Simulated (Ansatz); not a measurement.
# A hypothetical structure for LaRuS3, part 2 of 2

Starting from a made-up structure for LaRuS3, the aim is the relaxed cell, its shortest contacts and, where a second run follows, its electronic structure.

Ansatz 0.2.0; DFT, PBEsol, plane-wave PAW, files of the set soft_1, scalar-relativistic, no spin, cell and ions relaxed at zero pressure; PAW set soft_1 (the session's first sound run).

So far: Starting point; Relaxing cell and atoms. The relaxed cell has a = 4.601 Å (conventional setting).

### 3. Bands of the relaxed cell

A second self-consistent run takes a narrower smearing and the mesh shown in its input; the bands follow along the standard path of the relaxed lattice.

This step: DFT, PBEsol, plane-wave PAW, files of the set soft_1, scalar-relativistic, no spin, bands and density of states at the relaxed cell; PAW set soft_1 (Ansatz 0.2.0).

File input.yaml:

```yaml
crystal:
  lattice:
    - [4.6014317872, 0.0, 0.0]
    - [0.0, 4.6014317872, 0.0]
    - [0.0, 0.0, 4.6014317872]
  atoms:
    - { symbol: La, position: [0.0, 0.0, 0.0] }
    - { symbol: Ru, position: [0.5, 0.5, 0.5] }
    - { symbol: S, position: [0.5, 0.0, 0.5] }
    - { symbol: S, position: [0.0, 0.5, 0.5] }
    - { symbol: S, position: [0.5, 0.5, 0.0] }
kpoints:
  mp_grid: { grid: [8, 8, 8] }
  band_path:
    path:
      - [[0.0, 0.0, 0.0], [0.0, 0.5, 0.0], [0.5, 0.5, 0.0], [0.0, 0.0, 0.0], [0.5, 0.5, 0.5], [0.0, 0.5, 0.0]]
      - [[0.5, 0.5, 0.0], [0.5, 0.5, 0.5]]
    npoints: 13
scf:
  occupations: { method: fermi_dirac, width: 0.03 }
  n_extra_bands: 9
hamiltonian:
  xc: pbesol
  pseudopotentials: { kind: paw, azcp: { folder: soft_1 }, xc_functional: pbe }
output:
  forces: true
  stress: true
  write_bands: true
  dos: { projected: true }
  write_density: true
  write_potential: true
  elf: true
  volumetric_format: npy
```

On the command line:

```sh
$ ansatz run input.yaml --threads 4 --pin off --max-ram 8192MiB --backend cpu --events-out ev --progress --plain --runs-dir out
```

Numbers of over 12 decimals in the logs are rounded to 6 here.

Output:

```text
La: projections on atomic orbitals take those of the free atom [Kr 4d10] 4f0 5s2 5p6 5d1 6s2, of charge +0.00 (hamiltonian.pseudopotentials.projection_atoms); the dataset's partial waves leave at most 1.9e-5 of an orbital's norm unspanned inside its sphere
[...]
Crystal: 5 atoms, lattice volume = 97.427 Å³
Basis set: ecut = 420 eV, 1935 PW (Γ), exchange–correlation on 64×64×64 points (8 copies of the dense FFT grid, shifted against one another)
Bands: 32, of which v1, the nominal top of the filled ones, is band 23 counted from 1 (22 counted from 0)
Symmetry: 48 space group operations
[...]
k-points: 35 of 512
[...]
SCF iter   1: F=—  HF=-14646.306657 eV  |F-HF|=—  |Δ(HF+E_count)|=         —  Δρ=3.96e-1  dr2=2.92e2  ethr=3.10e-3  ⟨swp⟩=6.1  Hψ=4960  notcnv=0
[...]
SCF iter  11: F=-14637.347110 eV  HF=-14637.347110 eV  |F-HF|=2.82e-9  |Δ(HF+E_count)|=   2.42e-7  Δρ=2.23e-6  dr2=8.32e-9  ethr=2.22e-10  ⟨swp⟩=14.2  Hψ=9776  notcnv=0
SCF 1 converged in 11 iterations: F = -14637.347110 eV  dr2 = 8.32e-9
[...]
NSCF: frozen V_eff on 80 k-points
SCF converged after 11 iterations
Free energy (F): -14637.347110 eV
[...]
Internal energy: -14637.326435 eV  (E = F + TS)
E sigma→0 (E₀):  -14637.336773 eV
Entropy (-TS):   -0.020675 eV (-4.135 meV/atom)
Fermi energy:    11.594143 eV
[...]
--- Stress (GPa, compression-positive) ---
       -0.013219       0.000000       0.000000
       -0.000000      -0.013219      -0.000000
        0.000000      -0.000000      -0.013219
  P = ⅓ Tr σ = -0.0132 GPa (-0.132 kbar)
--- Band table (eV; the first three rows and the last of 35) ---
  k-point 0: bands = [... 19 lower, 9.5050, 10.6933, 10.6933, 10.9394, 10.9394, 10.9394, 12.9366, 12.9366, ... 5 higher]
  k-point 1: bands = [... 19 lower, 9.9222, 9.9222, 10.7857, 10.9913, 10.9913, 11.6375, 13.1799, 13.2041, ... 5 higher]
  k-point 2: bands = [... 19 lower, 10.1955, 10.1955, 10.8852, 11.3007, 11.3007, 12.3166, 13.4558, 13.4575, ... 5 higher]
  k-point 34: bands = [... 19 lower, 11.2123, 11.9525, 11.9525, 11.9525, 13.4606, 13.4606, 13.4606, 13.5331, ... 5 higher]
```

Elapsed: 4.2 s, on 4 threads of Arm Neoverse V1, shared host; peak memory 0.47 GiB.

In the SCF lines HF is the Harris–Foulkes energy and dr2 the Hartree energy of the density residual, in eV; the loop may stop once dr2 is under the threshold and the program's other checks hold. Hψ counts applications of the Hamiltonian.

This step gave:

| Quantity | Value |
| --- | --- |
| free energy | -14637.3471 eV |
| energy at zero smearing | -14637.3368 eV |
| smearing term TS | 0.02068 eV |
| Fermi energy | 11.59 eV |
| pressure | -0.01322 GPa |

bands.tsv at the labelled points (eV, zero at the Fermi level; the bands that come nearest the Fermi level along the path):

```tsv
point	band 19	band 20	band 21	band 22	band 23	band 24	band 25	band 26
Γ	-2.09	-2.09	-0.90	-0.90	-0.65	-0.65	-0.65	1.34
X	-2.51	-1.39	-1.39	-0.65	0.30	0.30	1.47	1.89
M	-2.62	-0.51	-0.19	0.03	0.03	0.41	1.74	1.74
Γ	-2.09	-2.09	-0.90	-0.90	-0.65	-0.65	-0.65	1.34
R	-0.38	-0.38	0.36	0.36	0.36	1.87	1.87	1.87
X	-2.51	-1.39	-1.39	-0.65	0.30	0.30	1.47	1.89
M	-2.62	-0.51	-0.19	0.03	0.03	0.41	1.74	1.74
R	-0.38	-0.38	0.36	0.36	0.36	1.87	1.87	1.87
```

States per cell as run, both spins, in windows of 1 eV, from dos.tsv (zero at the Fermi level):

```csv
from,to,total
-8,-7,0.00
-7,-6,1.42
-6,-5,4.24
-5,-4,4.50
-4,-3,1.60
-3,-2,3.23
-2,-1,3.04
-1,0,4.94
0,1,2.28
1,2,12.29
```

Below -8 eV lie 22.0 more states.

ELF in the ac plane at fractional y = 0.500, with atoms of Ru and S within 0.2 Å of it. It is the smooth field of the valence electrons, not physical close to the nuclei.

Values, 14 rows by 14 columns, each cell a mean:
```
0.07 0.09 0.23 0.60 0.82 0.74 0.29 0.11 0.50 0.82 0.76 0.43 0.15 0.07
0.18 0.13 0.13 0.36 0.68 0.78 0.70 0.64 0.75 0.77 0.56 0.23 0.11 0.15
0.50 0.35 0.17 0.17 0.39 0.58 0.68 0.69 0.65 0.52 0.28 0.15 0.23 0.43
0.80 0.70 0.44 0.20 0.19 0.25 0.28 0.28 0.27 0.23 0.18 0.28 0.56 0.76
0.82 0.82 0.70 0.36 0.22 0.34 0.40 0.38 0.39 0.29 0.23 0.52 0.77 0.82
0.37 0.62 0.77 0.47 0.27 0.49 0.58 0.55 0.58 0.39 0.27 0.65 0.75 0.50
0.02 0.32 0.75 0.51 0.26 0.47 0.55 0.50 0.55 0.38 0.28 0.69 0.64 0.11
0.14 0.47 0.77 0.49 0.27 0.50 0.59 0.55 0.58 0.40 0.28 0.68 0.70 0.29
0.70 0.78 0.74 0.41 0.25 0.42 0.50 0.47 0.49 0.34 0.25 0.58 0.78 0.74
0.84 0.78 0.57 0.27 0.19 0.25 0.27 0.26 0.27 0.22 0.19 0.39 0.68 0.82
0.67 0.51 0.26 0.16 0.27 0.41 0.49 0.51 0.47 0.36 0.20 0.17 0.36 0.60
0.28 0.18 0.12 0.26 0.57 0.74 0.77 0.75 0.77 0.70 0.44 0.17 0.13 0.23
0.09 0.09 0.18 0.51 0.78 0.78 0.47 0.32 0.62 0.82 0.70 0.35 0.13 0.09
0.06 0.09 0.28 0.67 0.84 0.70 0.14 0.02 0.37 0.82 0.80 0.50 0.18 0.07
```
Columns run along a (4.6 Å), rows up along c (4.6 Å). Atoms in or near the plane, at fractional coordinates: Ru at (0.50, 0.50), S at (0.00, 0.50), S at (0.50, 0.00).

Valence density in the ac plane at fractional y = 0.500, with atoms of Ru and S within 0.2 Å of it. It is the smooth field of the valence electrons, not physical close to the nuclei.

Ten steps, logarithmic in the rise over the least value, from '_' (0 e/Å³) to '@' (11 e/Å³), each cell a mean:
```
______::--====--====--..____
______..--========--::..____
........::--====----........
--::::..::----==--::....::--
====--::--++******==::----==
======--==##%%@@%%**----====
::======++##@@@@@@**======--
--====--==##@@@@%%**--======
======----**######++----====
==--::::::--==++==--::::----
::......::----==--::......::
______..::========--::..____
______..--==========::..____
______::====--::====--..____
```
Columns run along a (4.6 Å), rows up along c (4.6 Å). Atoms in or near the plane, at fractional coordinates: Ru at (0.50, 0.50), S at (0.00, 0.50), S at (0.50, 0.00).

Electrostatic potential energy in the ac plane at fractional y = 0.500, with atoms of Ru and S within 0.2 Å of it. With pseudopotentials it is smooth inside the atoms' cores, unlike the true potential.

Values in eV, 14 rows by 14 columns, each cell a mean:
```
 15  15  15  13   4 -21 -30 -26 -30 -10  10  14  15  15
 15  15  15  14   9  -5 -21 -25 -15   2  12  15  15  15
 14  14  15  15  12   8   1  -2   4  10  14  15  15  14
  9  11  13  14  12   8   2   0   5  10  13  14  12  10
-14  -5   6  11   7  -7 -28 -35 -20   0  10  10   2 -10
-29 -26  -6   7  -3 -34 -64 -70 -54 -20   5   4 -15 -30
-20 -30 -16   4 -11 -52 -75 -75 -70 -35   0  -2 -25 -26
-26 -30 -12   5  -7 -44 -72 -75 -64 -28   2   1 -21 -30
-24 -15   2   9   4 -18 -44 -52 -34  -7   8   8  -5 -21
  1   6  11  13  10   4  -7 -11  -3   7  12  12   9   4
 13  14  14  14  13   9   5   4   7  11  14  15  14  13
 15  15  15  14  11   2 -12 -16  -6   6  13  15  15  15
 15  15  15  14   6 -15 -30 -30 -26  -5  11  14  15  15
 15  15  15  13   1 -24 -26 -20 -29 -14   9  14  15  15
```
Columns run along a (4.6 Å; values clipped at the 3rd and 97th percentile), rows up along c (4.6 Å). Atoms in or near the plane, at fractional coordinates: Ru at (0.50, 0.50), S at (0.00, 0.50), S at (0.50, 0.00).

### 4. Results

```yaml
space_group_relaxed: Pm-3m
conventional_cell: a = 4.601, b = 4.601, c = 4.601 Å; α = 90.0°, β = 90.0°, γ = 90.0°
volume_per_atom: 19.49 Å³ (guess 20.67)
```

**Reading.** LaRuS3 relaxes to Pm-3m with a = 4.601, b = 4.601 and c = 4.601 Å. The guessed volume was 6 % too large. The space group Pm-3m was held in the relaxation, so the end point is a stationary structure within it and may be a saddle against distortions or other arrangements. Bands cross the Fermi level, so it is a metal or semimetal at this level. The electron count is odd, which forces that without spin polarisation or a larger cell. On the 8×8×8 mesh with the narrower smearing (relaxed on 6×6×6) the forces vanish, as symmetry may demand, and the largest stress component is 0.013 GPa, within the relaxation's thresholds of 0.015 eV/Å and 0.05 GPa. The cutoff wasn't tested. Spin-orbit coupling is left out, which can matter for elements this heavy. No dispersion term is used, so weakly bound directions may come out too long. The runs have no spin, and magnetism wasn't tested. Nothing here tests whether the compound is stable against decomposition.

[Logs are printed without paths, hosts, clocks, repeated set-up lines and the standing remarks that a program may print on its own settings, such as how far it seeks lower states.]

[Hosts, paths, dates, database ids (printed as entryN), source tags and the programs' standing remarks are cut or masked in the printed files.]
